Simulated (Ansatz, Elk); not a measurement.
# Zn2Bi: X-ray structure factors from the self-consistent density, part 2 of 2

The structure of Zn2Bi used here is made up (a known structure type with other elements) and was relaxed beforehand with PBEsol. The aim is the Fourier transform of its all-electron density, F(hkl), set beside the sum over free spherical atoms that refinements use.

Elk 11.2.3 (patched build); all-electron DFT.

So far: Set-up; Ground state and structure factors; The highest occupied states alone.

The structure was built from a prototype and need not be the compound's stable phase.

**4. Another try**

Level of this step: DFT, PBE, all-electron APW+lo, Dirac cores, scalar-relativistic bands, static density, no spin (Elk).

In this try the input is made faulty on purpose, to show what that does.

The input is changed as shown.

elk.in reads:

```
tasks
  0
  195

xctype
  20

spinpol
  .false.

rgkmax
  3.5

gmaxvr
  14.0

lmaxo
  7

lmaxapw
  8

swidth
  0.002

tshift
  .false.

ramdisk
  .false.

hmaxvr
  5.5

maxscl
  60

epspot
  1e-06

sppath
  './'

avec
  0.00000000000 7.36462210601 7.36462210601
  7.36462210601 0.00000000000 7.36462210601
  7.36462210601 7.36462210601 -0.00000000000

atoms
  2
  'Bi.in'
  2
  0.2500000000 0.2500000000 0.2500000000   0.000000 0.000000 0.000000
  0.0000000000 0.0000000000 -0.0000000000   0.000000 0.000000 0.000000
  'Zn.in'
  4
  0.6250000000 0.6250000000 0.1250000000   0.000000 0.000000 0.000000
  0.6250000000 0.1250000000 0.6250000000   0.000000 0.000000 0.000000
  0.1250000000 0.6250000000 0.6250000000   0.000000 0.000000 0.000000
  0.6250000000 0.6250000000 0.6250000000   0.000000 0.000000 0.000000

ngridk
  5 5 5
```

Started as:

```bash
$ OMP_NUM_THREADS=4 elk
```

Numbers of over 12 decimals in the logs are rounded to 6 here.

Output:

```text
┌─────────────────────────┐
│ Elk code version 11.2.3 │
└─────────────────────────┘

All units are atomic (Hartree, Bohr, etc.)

┌─────────────────────────────────────────────────┐
│ Ground-state run starting from atomic densities │
└─────────────────────────────────────────────────┘

Lattice vectors :
   0.000000000       7.364622106       7.364622106
   7.364622106       0.000000000       7.364622106
   7.364622106       7.364622106      -0.000000000

Reciprocal lattice vectors :
 -0.4265789349      0.4265789349      0.4265789349
[...]
species : 2 (Zn)
[...]
atom 3                    :    28.78014442     (  0.8706623250E-04)
   atom 4                    :    28.78014442     (  0.8706623250E-04)
 total in muffin-tins        :    277.2334178
 total calculated charge     :    285.9980582
 total charge                :    286.0000000
 error                       :   0.1941782574E-02

┌──────────────────────────────┐
│ Self-consistent loop stopped │
└──────────────────────────────┘

Warning : core states of species 1 leak from the muffin-tin :   0.7074088680E-03

Warning : degenerate sets left as the solver has them : 2

Wrote STATE.OUT
[key lines of the parts left out:]
total energy                :     -50345.905488233
```

It took 33 s on 4 threads of Arm Neoverse V1, shared host; peak memory 0.25 GiB; 70 s of CPU time.

The run finished. A setting was moved off its sound value on purpose, so it serves as a test and not as the result.

The fault put into the input: a cutoff far too low.

Its structure factors differ from the first run's by R = 0.1 %.

**5. Another functional**

The difference from free atoms is small, so it is set against the change that LDA (Perdew-Wang) makes.

elk.in, as its differences from that of step 4:

```diff
@@ -5,3 +5,3 @@
 xctype
-  20
+  3
 
@@ -11,3 +11,3 @@
 rgkmax
-  3.5
+  7.0
 
@@ -35,3 +35,3 @@
 maxscl
-  60
+  120
```

Started as:

```bash
$ OMP_NUM_THREADS=4 elk
```

Output:

```text
┌─────────────────────────┐
│ Elk code version 11.2.3 │
└─────────────────────────┘

All units are atomic (Hartree, Bohr, etc.)

┌─────────────────────────────────────────────────┐
│ Ground-state run starting from atomic densities │
└─────────────────────────────────────────────────┘

Lattice vectors :
   0.000000000       7.364622106       7.364622106
   7.364622106       0.000000000       7.364622106
   7.364622106       7.364622106      -0.000000000

Reciprocal lattice vectors :
 -0.4265789349      0.4265789349      0.4265789349
[...]
species : 2 (Zn)
[...]
atom 3                    :    28.88457232     (  0.8063962412E-04)
   atom 4                    :    28.88457232     (  0.8063962412E-04)
 total in muffin-tins        :    277.9591640
 total calculated charge     :    285.9981532
 total charge                :    286.0000000
 error                       :   0.1846750765E-02

┌──────────────────────────────┐
│ Self-consistent loop stopped │
└──────────────────────────────┘

Warning : the lowest level lies among the core levels :   -2.696458659      -2.876533040

Warning : core states of species 1 leak from the muffin-tin :   0.6777809204E-03

Wrote STATE.OUT
[key lines of the parts left out:]
total energy                :     -50313.800622420
```

Run time: 24 s. Hardware: 4 threads; peak memory 0.19 GiB.

Against the first run R = 0.02 %; the largest change is -0.091 at 440.

**6. Basis size**

A smaller basis shows how fast F responds to it; the change is likely larger than the basis error of the first run, but doesn't show convergence.

elk.in, as its differences from that of step 5:

```diff
@@ -5,3 +5,3 @@
 xctype
-  3
+  20
 
@@ -11,3 +11,3 @@
 rgkmax
-  7.0
+  5.5
```

Started as:

```bash
$ OMP_NUM_THREADS=4 elk
```

Output:

```text
┌─────────────────────────┐
│ Elk code version 11.2.3 │
└─────────────────────────┘

All units are atomic (Hartree, Bohr, etc.)

┌─────────────────────────────────────────────────┐
│ Ground-state run starting from atomic densities │
└─────────────────────────────────────────────────┘

Lattice vectors :
   0.000000000       7.364622106       7.364622106
   7.364622106       0.000000000       7.364622106
   7.364622106       7.364622106      -0.000000000

Reciprocal lattice vectors :
 -0.4265789349      0.4265789349      0.4265789349
[...]
species : 2 (Zn)
[...]
atom 3                    :    28.83126146     (  0.8102197311E-04)
   atom 4                    :    28.83126146     (  0.8102197311E-04)
 total in muffin-tins        :    277.6645175
 total calculated charge     :    285.9985217
 total charge                :    286.0000000
 error                       :   0.1478317893E-02

┌──────────────────────────────┐
│ Self-consistent loop stopped │
└──────────────────────────────┘

Warning : the lowest level lies among the core levels :   -2.702737437      -2.879351837

Warning : core states of species 1 leak from the muffin-tin :   0.6772623132E-03

Wrote STATE.OUT
[key lines of the parts left out:]
total energy                :     -50347.258229619
```

Wall time 34 s (4 threads); peak memory 0.25 GiB; 76 s of CPU time.

Against the first run R = 0.01 %; the largest change is +0.123 at 440.

**7. Settings against the effect**

```csv
run,R against the first run (%),"R against neutral atoms, low angle (%)",wall time
"PBE, rgkmax 7",0.00,0.43,39 s
LDA (Perdew-Wang),0.02,0.44,24 s
rgkmax 5.5,0.01,0.42,34 s
```

**8. Results**

- R against neutral atoms, sin θ/λ < 0.3 Å⁻¹: 0.43 %
- R against neutral atoms, 0.3 to 0.82 Å⁻¹: 0.10 %

**Reading.** Independent neutral atoms miss the calculated amplitudes by R = 0.43 % below 0.3 Å⁻¹ and 0.10 % from there to 0.82 Å⁻¹; by shells, 0.14 % below 0.15 Å⁻¹ (1 form), 0.45 % 0.15 to 0.3 (5 forms), 0.12 % 0.3 to 0.45 (10 forms), 0.09 % above 0.45 (51 forms). Bonding, aspherical density and the tables' own atoms all enter these figures, and the runs don't part them. The largest change of an amplitude is -0.81 electrons, at 222. The window's part falls from 58.0 electrons at the origin to at most 9.84 between 0.45 and 0.82 Å⁻¹, where compact states inside the window still scatter. Below 0.3 Å⁻¹ the changes that finished (LDA (Perdew-Wang) and rgkmax 5.5) move F by R = 0.01 % at most, against the 0.43 % that separates it from free atoms. The k-mesh has no finished test. Spin-orbit coupling is left out, which can matter for elements this heavy. Part of the difference isn't bonding: the tables are fits to free atoms and ions calculated by other methods than this functional. Thermal motion, anomalous dispersion and extinction are left out.

[Logs are printed without paths, hosts, clocks, repeated set-up lines and the standing remarks that a program may print on its own settings, such as how far it seeks lower states.]

[Hosts, paths, dates, database ids (printed as entryN), source tags and the programs' standing remarks are cut or masked in the printed files.]
